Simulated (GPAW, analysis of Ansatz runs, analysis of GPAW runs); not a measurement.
# Local vibrational mode of the Si donor on a Ga site in GaAs (PBE) (GPAW)

How near does this set-up come to the measured local vibrational mode? Subject: Si donor on a Ga site in GaAs. Set-up: PBE, plane waves 500 eV, 32-site cell, PBE lattice, k: 2x2x2 shifted, the defect atoms alone displaced. The model is a cell of 32 host atoms with 1 Ga taken out and 1 Si put in. The frequencies come from the force constants of the defect atoms alone, with every neighbour held at rest.

What was measured. Threefold local mode of 28Si: 384 cm⁻¹, by Fourier transform infrared absorption, zero pressure (Table 4.3, experiment column) (quoted in “DX Centers in III-V Semiconductors under Hydrostatic Pressure”, 1992, Jeffrey Alan Wolk et al., quoting earlier work (1985)). The runs below try to reproduce this.

Calculated with GPAW 26.7.0; GPAW plane-wave PAW DFT, PBE; relaxation of all atoms of a defect supercell.

### Step 1. The structure

The cell holds 32 atoms: 15 Ga, 1 Si and 16 As. Its edges and angles: a = 9.988 Å, b = 9.988 Å, c = 9.988 Å, α = 109.5°, β = 109.5°, γ = 109.5°. It derives from GaAs (space group F-43m). Nearest the centre at fractional (0.250, 0.500, 0.250): Si7 at 0.00 Å, As19 at 2.50 Å, As23 at 2.50 Å, As28 at 2.50 Å, As22 at 2.50 Å, Ga1 at 4.08 Å, Ga3 at 4.08 Å, Ga16 at 4.08 Å. The cell carries charge +1.

The host's primitive cell comes from a first run (GPAW plane-wave PAW DFT, PBE; relaxation of cell and atoms of a defect-free cell): vectors of 4.078, 4.078 and 4.078 Å. That is 23.97 Å³ an atom, 6.1 % over the diffraction cell's volume. The supercell is built on it.

### Step 2. Relaxation, charge +1

Every later number rests on the structure around the defect, so the atoms are relaxed at the host's lattice first.

run.py

```python
import numpy as np
from ase.io import read, write
from ase.parallel import parprint, world
from gpaw import GPAW, PW
from ase.optimize import BFGS

atoms = read('POSCAR')
calc = GPAW(mode=PW(500),
            xc='PBE',
            kpts={'size': (2, 2, 2), 'gamma': False},
            charge=1,
            occupations={'name': 'fermi-dirac', 'width': 0.01},
            nbands=72,
            convergence={'density': 1e-05, 'forces': 0.001},
            maxiter=150,
            symmetry={'point_group': False},
            txt='gpaw.txt')
atoms.calc = calc
opt = BFGS(atoms, trajectory='relax.traj', logfile='-')
done = opt.run(fmax=0.01, steps=80)
parprint('Converged:', done)
energy = atoms.get_potential_energy()
forces = atoms.get_forces()
parprint(f'Energy: {energy:.6f} eV, largest force {np.linalg.norm(forces, axis=1).max():.4f} eV/A')
calc.write('gs.gpw')
write('final.xyz', atoms)
for s in range(calc.get_number_of_spins()):
    parprint('Levels (eV), spin', s, calc.get_eigenvalues(kpt=0, spin=s)[-16:].round(3))
```

POSCAR

```
Ga Si Ga As
 1.0000000000000000
    -5.7666910817914703    5.7666910817914712   -5.7666910817914774
     5.7666910817914729    5.7666910817914792    5.7666910817914951
     5.7666910817914765   -5.7666910817914800   -5.7666910817914951
 Ga  Si  Ga  As 
   6   1   9  16
Direct
 -0.0000000000000000  0.0000000000000000  0.0000000000000000
  0.0000000000000002  0.2500000000000003  0.7500000000000001
  0.0000000000000001  0.5000000000000001  0.5000000000000000
  0.0000000000000001  0.7500000000000001  0.2500000000000001
  0.2500000000000001  0.0000000000000002  0.7500000000000001
  0.2500000000000000  0.2500000000000000  0.5000000000000000
  0.2500000000000000  0.5000000000000000  0.2500000000000001
  0.2499999999999999  0.7500000000000000  0.0000000000000000
  0.5000000000000000  0.0000000000000000  0.5000000000000000
  0.5000000000000000  0.2500000000000000  0.2500000000000000
  0.4999999999999999  0.4999999999999999  0.0000000000000000
  0.5000000000000002  0.7500000000000003  0.7500000000000001
  0.7500000000000000  0.0000000000000000  0.2500000000000001
  0.7500000000000000  0.2500000000000000  0.0000000000000000
  0.7500000000000000  0.5000000000000001  0.7500000000000001
  0.7500000000000000  0.7500000000000000  0.5000000000000000
  0.0000000000000009 -0.0000000002329944  0.7500000000000014
  0.0000000000000011  0.2499999997670056  0.5000000000000014
  0.0000000000000009  0.4999999997670055  0.2500000000000014
  0.0000000000000011  0.7499999997670055  0.0000000000000015
  0.2500000000000011 -0.0000000002329944  0.5000000000000014
  0.2500000000000010  0.2499999997670056  0.2500000000000015
  0.2500000000000009  0.4999999997670055  0.0000000000000015
  0.2500000000000009  0.7499999997670055  0.7500000000000014
  0.5000000000000010 -0.0000000002329944  0.2500000000000015
  0.5000000000000010  0.2499999997670055  0.0000000000000015
  0.5000000000000010  0.4999999997670055  0.7500000000000014
  0.5000000000000010  0.7499999997670055  0.5000000000000014
  0.7500000000000009 -0.0000000002329945  0.0000000000000015
  0.7500000000000009  0.2499999997670054  0.7500000000000014
  0.7500000000000009  0.4999999997670055  0.5000000000000014
  0.7500000000000011  0.7499999997670055  0.2500000000000015
```

The run is started by

```bash
> OMP_NUM_THREADS=1 mpirun -n 4 gpaw python run.py > stdout
```

Output:

```text
__  _  _
 | _ |_)|_||  |
 |__||  | ||/\| - 26.7.0

Input parameters:
  mode=PW(ecut=500.0),
  charge=1,
  convergence={'density': 1e-05, 'forces': 0.001},
  kpts=MonkhorstPack(size=(2, 2, 2), gamma=False),
  maxiter=150,
  nbands=72,
  occupations=Occupations(name='fermi-dirac', width=0.01),
  symmetry=Symmetry(point_group=False),
  xc=XC(name='PBE')

Diagonalizing LCAO Hamiltonian
Converting LCAO to pw mode

                               Ga As

                                     Ga
                           As
                        Ga
                             As As
                             Si
                 Ga As         Ga As
                     Ga            Ga
                      Ga As          GaAs
             As            As As
                            Ga
                  As            As
               Ga            Ga  Ga
                       As
                     Ga
                         As As
                          Ga

Atoms  # Å, Bohr magnetons
|    | symbol |         x |         y |         z |    initial magnetic moments |
|----|--------|-----------|-----------|-----------|-----------------------------|
|  0 |     Ga |  0.000000 |  0.000000 |  0.000000 | ( 0.0000,  0.0000,  0.0000) |
|  1 |     Ga |  5.766691 | -2.883346 | -2.883346 | ( 0.0000,  0.0000,  0.0000) |
|  2 |     Ga |  5.766691 |  0.000000 |  0.000000 | ( 0.0000,  0.0000,  0.0000) |
|  3 |     Ga |  5.766691 |  2.883346 |  2.883346 | ( 0.0000,  0.0000,  0.0000) |
|  4 |     Ga |  2.883346 | -2.883346 | -5.766691 | ( 0.0000,  0.0000,  0.0000) |
|  5 |     Ga |  2.883346 | -0.000000 | -2.883346 | ( 0.0000,  0.0000,  0.0000) |
|  6 |     Si |  2.883346 |  2.883346 |  0.000000 | ( 0.0000,  0.0000,  0.0000) |
|  7 |     Ga |  2.883346 |  5.766691 |  2.883346 | ( 0.0000,  0.0000,  0.0000) |
|  8 |     Ga |  0.000000 | -0.000000 | -5.766691 | ( 0.0000,  0.0000,  0.0000) |
|  9 |     Ga |  0.000000 |  2.883346 | -2.883346 | ( 0.0000,  0.0000,  0.0000) |
| 10 |     Ga |  0.000000 |  5.766691 |  0.000000 | ( 0.0000,  0.0000,  0.0000) |
| 11 |     Ga |  5.766691 |  2.883346 | -2.883346 | ( 0.0000,  0.0000,  0.0000) |
| 12 |     Ga | -2.883346 |  2.883346 | -5.766691 | ( 0.0000,  0.0000,  0.0000) |
| 13 |     Ga | -2.883346 |  5.766691 | -2.883346 | ( 0.0000,  0.0000,  0.0000) |
| 14 |     Ga |  2.883346 |  2.883346 | -5.766691 | ( 0.0000,  0.0000,  0.0000) |
| 15 |     Ga |  2.883346 |  5.766691 | -2.883346 | ( 0.0000,  0.0000,  0.0000) |
| 16 |     As |  4.325018 | -4.325018 | -4.325018 | ( 0.0000,  0.0000,  0.0000) |
| 17 |     As |  4.325018 | -1.441673 | -1.441673 | ( 0.0000,  0.0000,  0.0000) |
| 18 |     As |  4.325018 |  1.441673 |  1.441673 | ( 0.0000,  0.0000,  0.0000) |
| 19 |     As |  4.325018 |  4.325018 |  4.325018 | ( 0.0000,  0.0000,  0.0000) |
| 20 |     As |  1.441673 | -1.441673 | -4.325018 | ( 0.0000,  0.0000,  0.0000) |
| 21 |     As |  1.441673 |  1.441673 | -1.441673 | ( 0.0000,  0.0000,  0.0000) |
| 22 |     As |  1.441673 |  4.325018 |  1.441673 | ( 0.0000,  0.0000,  0.0000) |
| 23 |     As |  7.208364 |  1.441673 | -1.441673 | ( 0.0000,  0.0000,  0.0000) |
| 24 |     As | -1.441673 |  1.441673 | -4.325018 | ( 0.0000,  0.0000,  0.0000) |
| 25 |     As | -1.441673 |  4.325018 | -1.441673 | ( 0.0000,  0.0000,  0.0000) |
| 26 |     As |  4.325018 |  1.441673 | -4.325018 | ( 0.0000,  0.0000,  0.0000) |
| 27 |     As |  4.325018 |  4.325018 | -1.441673 | ( 0.0000,  0.0000,  0.0000) |
| 28 |     As | -4.325018 |  4.325018 | -4.325018 | ( 0.0000,  0.0000,  0.0000) |
| 29 |     As |  1.441673 |  1.441673 | -7.208364 | ( 0.0000,  0.0000,  0.0000) |
| 30 |     As |  1.441673 |  4.325018 | -4.325018 | ( 0.0000,  0.0000,  0.0000) |
| 31 |     As |  1.441673 |  7.208364 | -1.441673 | ( 0.0000,  0.0000,  0.0000) |

Unit cell  # Å
| periodic |         x |         y |         z |  lengths |     angles |
|----------|-----------|-----------|-----------|----------|------------|
|      yes | -5.766691 |  5.766691 | -5.766691 | 9.988202 | 109.471221 |
|      yes |  5.766691 |  5.766691 |  5.766691 | 9.988202 | 109.471221 |
|      yes |  5.766691 | -5.766691 | -5.766691 | 9.988202 | 109.471221 |

Number of symmetries: 1
Symmetry operations  # r_c * U_cc + t_c -> r_c
|   | kind |            matrix            |
|---|------|------------------------------|
| 0 |  E   |  1, 0, 0,  0, 1, 0,  0, 0, 1 |

BZ-sampling:
  Number of BZ points: 8
  Number of IBZ points: 4

  Monkhorst-Pack size: [2, 2, 2]
  Monkhorst-Pack shift: [0, 0, 0]

K-points  # in reciprocal-cell coordinates
|   |                                coordinates |     weight |
|---|--------------------------------------------|------------|
| 0 | (  0.25000000,  -0.25000000,  -0.25000000) | 0.25000000 |
| 1 | (  0.25000000,  -0.25000000,   0.25000000) | 0.25000000 |
| 2 | (  0.25000000,   0.25000000,  -0.25000000) | 0.25000000 |
| 3 | (  0.25000000,   0.25000000,   0.25000000) | 0.25000000 |

Plane wave coefficients: 19512
Cutoff: 500.0 eV

Spin-components: 1 (collinear spins)
Bands:           72
Projectors:      160
Spin-degeneracy: 2
Datatype:        complex128

Density:
  Valence electrons: 129.0
  Components: 1
  Grid points: [54 54 54]
  Charge: 1.0  # |e|

Potential:
  Grid points: [54 54 54]

species:
  Ga:
    name:    Gallium
    Z:       31.0
    valence: 3
    core:    28
    charge:  0.0  # [|e|]
    compensation charges:
      type: gauss
      rc: 0.37  # [Å]
      lmax: 2
    cutoffs:
      filter: 2.06  # [Å]
      core: 4.17  # [Å]
    projectors
    | kind |    occ | energy [eV] | rcut [Å] |
    |------|--------|-------------|----------|
    |   4s |  2.000 |      -8.945 |    1.164 |
    |   4p |  1.000 |      -2.580 |    1.164 |
    |    s |        |      18.266 |    1.164 |
    |    p |        |      24.631 |    1.164 |
    |    d |        |       0.000 |    1.164 |

    Using partial waves for Ga as LCAO basis

  Si:
    name:    Silicon
    Z:       14.0
    valence: 4
    core:    10
    charge:  0.0  # [|e|]
    compensation charges:
      type: gauss
      rc: 0.33  # [Å]
      lmax: 2
    cutoffs:
      filter: 1.86  # [Å]
      core: 2.06  # [Å]
    projectors
    | kind |    occ | energy [eV] | rcut [Å] |
    |------|--------|-------------|----------|
    |   3s |  2.000 |     -10.812 |    1.058 |
    |   3p |  2.000 |      -4.081 |    1.058 |
    |    s |        |      16.399 |    1.058 |
    |    p |        |      23.130 |    1.058 |
    |    d |        |       0.000 |    1.058 |

    Using partial waves for Si as LCAO basis

  As:
    name:    Arsenic
    Z:       33.0
[...]
|  6 |     Si |  2.883346 |  2.883346 | -0.000002 | ( 0.0000,  0.0000,  0.0000) |
[...]
Unit cell  # Å
| periodic |         x |         y |         z |  lengths |     angles |
|----------|-----------|-----------|-----------|----------|------------|
|      yes | -5.766691 |  5.766691 | -5.766691 | 9.988202 | 109.471221 |
|      yes |  5.766691 |  5.766691 |  5.766691 | 9.988202 | 109.471221 |
|      yes |  5.766691 | -5.766691 | -5.766691 | 9.988202 | 109.471221 |

Initialization done in: 1.666 s

convergence criteria:
- Maximum integral of absolute [dens]ity change: 1e-05 electrons / valence electron
- Maximum change in the atomic [forces] across last 2 cycles: 0.001 eV/Ang OR
Maximum error relative to the maximum force is below inf
- Maximum [total energy] change in last 3 cyles: 0.0005 eV / valence electron
- Maximum integral of absolute [eigenst]ate change: 4e-08 eV^2 / valence electron
maximum number of iterations: 150

SCF iterations
|iter     | |      energy | eigst |  dens |force |
|---------|-|-------------|-------|-------|------|
|iter:   1| | -138.789092c| -5.01 |       |      |
|iter:   2| | -138.788998c| -6.45 | -3.29 |      |
|iter:   3| | -138.788843c| -5.74 | -3.38 |      |
|iter:   4| | -138.788839c| -6.69 | -3.88 |      |
|iter:   5| | -138.788838c| -7.93c| -4.12 |      |
|iter:   6| | -138.788838c| -8.11c| -4.50 |      |
|iter:   7| | -138.788838c| -8.62c| -4.97 |      |
|iter:   8| | -138.788838c| -9.23c| -5.49c|-2.07 |
|iter:   9| | -138.788838c| -9.65c| -5.87c|-3.76c|

Converged in 9 steps
SCF loop duration: 36.296 s (4.033 s/step)
Energy contributions relative to reference atoms: (reference = -1785203.994787)

Energy contributions:
  Kinetic:         258.731873
  Coulomb:        -246.259106
  Zero:              0.264924
  External:          0.000000
  Xc:             -151.526530
  Entropy:          -0.000000
  Spinorbit:         0.000000
  ----------------------------
  Free energy:    -138.788838
  Extrapolated:   -138.788838

dipole moment: (32.349220, 32.349220, 100.569228)  # |e|*Ang

Fermi level: 4.384
Eigenvalues  # (at kpt = [0.250, -0.250, -0.250])
| band index |      eig [eV] | occ [0-2] |
|------------|---------------|-----------|
[...]
|        ... |               |           |
[...]
Gap: 1.662 eV
Transition (v -> c):
  (s=0, k=3, n=63, [0.25, 0.25, 0.25]) -> (s=0, k=3, n=64, [0.25, 0.25, 0.25])
No difference between direct/indirect transitions

Forces  # eV/Ang
|        x |        y |        z |
|----------|----------|----------|
[...]
Ga As

                                     Ga
                           As
                        Ga
                             As As
                             Si
                 Ga As         Ga As
                     Ga  As        Ga
                      Ga            Ga As
             As            As As
                            Ga
                  As            As
               Ga            Ga  Ga
                       As
                     Ga
                         As As
                          Ga

Atoms  # Å, Bohr magnetons
|    | symbol |         x |         y |         z |    initial magnetic moments |
|----|--------|-----------|-----------|-----------|-----------------------------|
[...]
|  6 |     Si |  2.883346 |  2.883346 | -0.000002 | ( 0.0000,  0.0000,  0.0000) |
[...]
|  8 |     Ga | -0.005814 | -0.005814 | -5.731340 | ( 0.0000,  0.0000,  0.0000) |
|  9 |     Ga |  0.005814 |  2.918695 | -2.877532 | ( 0.0000,  0.0000,  0.0000) |
| 10 |     Ga |  0.005814 |  5.760877 | -0.035351 | ( 0.0000,  0.0000,  0.0000) |
| 11 |     Ga |  5.760877 |  2.847996 | -2.877532 | ( 0.0000,  0.0000,  0.0000) |
| 12 |     Ga | -2.883346 |  2.883346 | -5.766690 | ( 0.0000,  0.0000,  0.0000) |
| 13 |     Ga | -2.918695 |  5.772505 | -2.889159 | ( 0.0000,  0.0000,  0.0000) |
| 14 |     Ga |  2.883346 |  2.883346 | -5.766693 | ( 0.0000,  0.0000,  0.0000) |
| 15 |     Ga |  2.847996 |  5.760877 | -2.877532 | ( 0.0000,  0.0000,  0.0000) |
[...]
| 24 |     As | -1.429026 |  1.452852 | -4.312372 | ( 0.0000,  0.0000,  0.0000) |
| 25 |     As | -1.452851 |  4.337666 | -1.454319 | ( 0.0000,  0.0000,  0.0000) |
| 26 |     As |  4.337665 |  1.429026 | -4.336196 | ( 0.0000,  0.0000,  0.0000) |
| 27 |     As |  4.285965 |  4.285965 | -1.402620 | ( 0.0000,  0.0000,  0.0000) |
| 28 |     As | -4.337665 |  4.313839 | -4.312372 | ( 0.0000,  0.0000,  0.0000) |
| 29 |     As |  1.429027 |  1.429027 | -7.197185 | ( 0.0000,  0.0000,  0.0000) |
| 30 |     As |  1.429026 |  4.337665 | -4.336196 | ( 0.0000,  0.0000,  0.0000) |
| 31 |     As |  1.429025 |  7.219542 | -1.454319 | ( 0.0000,  0.0000,  0.0000) |

Unit cell  # Å
| periodic |         x |         y |         z |  lengths |     angles |
|----------|-----------|-----------|-----------|----------|------------|
|      yes | -5.766691 |  5.766691 | -5.766691 | 9.988202 | 109.471221 |
|      yes |  5.766691 |  5.766691 |  5.766691 | 9.988202 | 109.471221 |
|      yes |  5.766691 | -5.766691 | -5.766691 | 9.988202 | 109.471221 |

Initialization done in: 1.661 s

convergence criteria:
- Maximum integral of absolute [dens]ity change: 1e-05 electrons / valence electron
- Maximum change in the atomic [forces] across last 2 cycles: 0.001 eV/Ang OR
Maximum error relative to the maximum force is below inf
- Maximum [total energy] change in last 3 cyles: 0.0005 eV / valence electron
- Maximum integral of absolute [eigenst]ate change: 4e-08 eV^2 / valence electron
maximum number of iterations: 150

SCF iterations
|iter     | |      energy | eigst |  dens |force |
|---------|-|-------------|-------|-------|------|
|iter:   1| | -138.788982c| -5.68 |       |      |
|iter:   2| | -138.788963c| -7.18 | -3.55 |      |
|iter:   3| | -138.788927c| -6.38 | -3.63 |      |
|iter:   4| | -138.788925c| -7.33 | -4.06 |      |
|iter:   5| | -138.788925c| -7.69c| -4.44 |      |
|iter:   6| | -138.788925c| -8.08c| -4.82 |      |
|iter:   7| | -138.788925c| -8.64c| -5.19c|-2.04 |
|iter:   8| | -138.788925c| -9.28c| -5.76c|-3.85c|

Converged in 8 steps
SCF loop duration: 31.598 s (3.950 s/step)
Energy contributions relative to reference atoms: (reference = -1785203.994787)

Energy contributions:
  Kinetic:         258.731298
  Coulomb:        -246.259002
  Zero:              0.264935
  External:          0.000000
  Xc:             -151.526156
  Entropy:          -0.000000
  Spinorbit:         0.000000
  ----------------------------
  Free energy:    -138.788925
  Extrapolated:   -138.788925

dipole moment: (32.349153, 32.349153, 100.653308)  # |e|*Ang

Fermi level: 4.384
Eigenvalues  # (at kpt = [0.250, -0.250, -0.250])
| band index |      eig [eV] | occ [0-2] |
|------------|---------------|-----------|
[...]
|        ... |               |           |
[...]
|         64 |         5.776 |     0.000 |
|         65 |         5.989 |     0.000 |
|         66 |         6.200 |     0.000 |
|         67 |         6.261 |     0.000 |
|         68 |         6.261 |     0.000 |
|         69 |         6.333 |     0.000 |
|         70 |         6.630 |     0.000 |
|         71 |         6.779 |     0.000 |

Gap: 1.663 eV
Transition (v -> c):
  (s=0, k=3, n=63, [0.25, 0.25, 0.25]) -> (s=0, k=3, n=64, [0.25, 0.25, 0.25])
No difference between direct/indirect transitions

Forces  # eV/Ang
|        x |        y |        z |
|----------|----------|----------|
[...]
| -0.00335 |  0.00641 | -0.00333 |  # As  24
| -0.00642 | -0.00337 |  0.00335 |  # As  25
| -0.00335 |  0.00335 | -0.00643 |  # As  26
| -0.00180 | -0.00180 |  0.00180 |  # As  27
|  0.00336 | -0.00641 | -0.00333 |  # As  28
|  0.00334 |  0.00334 |  0.00640 |  # As  29
|  0.00335 | -0.00335 | -0.00643 |  # As  30
|  0.00337 |  0.00642 |  0.00335 |  # As  31

# Writing to gs.gpw (mode='')
```

The job ended after 8.3 min (4 MPI ranks of Arm Neoverse V2, shared host; peak memory 2.2 GiB).

Step by step:

| step | energy less that of the first step (eV) |
| --- | --- |
| 0 | 0.0000 |
| 1 | -0.0338 |
| 2 | -0.1081 |
| 3 | -0.1103 |
| 4 | -0.1201 |
| 5 | -0.1215 |
| 6 | -0.1268 |
| 7 | -0.1272 |
| 8 | -0.1274 |
| 9 | -0.1277 |
| 10 | -0.1280 |
| 11 | -0.1281 |

The atoms that moved most (Å):

| atom | dx | dy | dz | length |
| --- | --- | --- | --- | --- |
| As22 | 0.039 | 0.039 | 0.039 | 0.068 |
| As28 | -0.039 | -0.039 | 0.039 | 0.068 |
| As19 | -0.039 | 0.039 | -0.039 | 0.068 |
| As23 | 0.039 | -0.039 | -0.039 | 0.068 |
| Ga3 | -0.006 | 0.006 | -0.035 | 0.036 |
| Ga11 | 0.006 | -0.006 | -0.035 | 0.036 |
| Ga1 | 0.006 | 0.006 | 0.035 | 0.036 |
| Ga9 | -0.006 | -0.006 | 0.035 | 0.036 |

The relaxed structure:

```xyz
32
Lattice="-5.7667 5.7667 -5.7667 5.7667 5.7667 5.7667 5.7667 -5.7667 -5.7667" Properties=species:S:1:pos:R:3 pbc="T T T"
Ga    0.0058    0.0058    0.0354
Ga    5.7725   -2.9187   -2.8892
Ga    5.7609    0.0058   -0.0354
Ga    5.7609    2.9187    2.8775
Ga    2.8833   -2.8833   -5.7667
Ga    2.9187    0.0058   -2.8775
Si    2.8833    2.8833    0.0000
Ga    2.9187    5.7609    2.8775
Ga   -0.0058   -0.0058   -5.7313
Ga    0.0058    2.9187   -2.8775
Ga    0.0058    5.7609   -0.0354
Ga    5.7609    2.8480   -2.8775
Ga   -2.8833    2.8833   -5.7667
Ga   -2.9187    5.7725   -2.8892
Ga    2.8833    2.8833   -5.7667
Ga    2.8480    5.7609   -2.8775
As    4.3138   -4.3377   -4.3124
As    4.3377   -1.4529   -1.4543
As    4.2860    1.4807    1.4026
As    4.3377    4.3377    4.3362
As    1.4529   -1.4290   -4.3124
As    1.4807    1.4807   -1.4026
As    1.4807    4.2860    1.4026
As    7.2195    1.4290   -1.4543
As   -1.4290    1.4529   -4.3124
As   -1.4529    4.3377   -1.4543
As    4.3377    1.4290   -4.3362
As    4.2860    4.2860   -1.4026
As   -4.3377    4.3138   -4.3124
As    1.4290    1.4290   -7.1972
As    1.4290    4.3377   -4.3362
As    1.4290    7.2195   -1.4543
```

Neighbours of Si7 at the end:

```
atom  distance (Å)
As28         2.429
As22         2.429
As19         2.429
As23         2.429
Ga16         4.070
Ga12         4.070
Ga10         4.070
 Ga6         4.070
 Ga9         4.070
 Ga1         4.070
Ga11         4.070
 Ga3         4.070
Ga14         4.070
 Ga4         4.070
 Ga2         4.070
 Ga8         4.070
```

First to last step the energy falls by 0.128 eV; the largest move, 0.07 Å, is that of As22 and 3 other atoms alike.

[end of part 1 of 2]

[Logs are printed without paths, hosts, clocks, repeated set-up lines and the standing remarks that a program may print on its own settings, such as how far it seeks lower states.]

[Hosts, paths, dates, database ids (printed as entryN), source tags and the programs' standing remarks are cut or masked in the printed files.]

[For some hosts the program warned that the k-mesh of the response run may be too coarse for force constants and the static dielectric constant; such warnings are not shown here.]
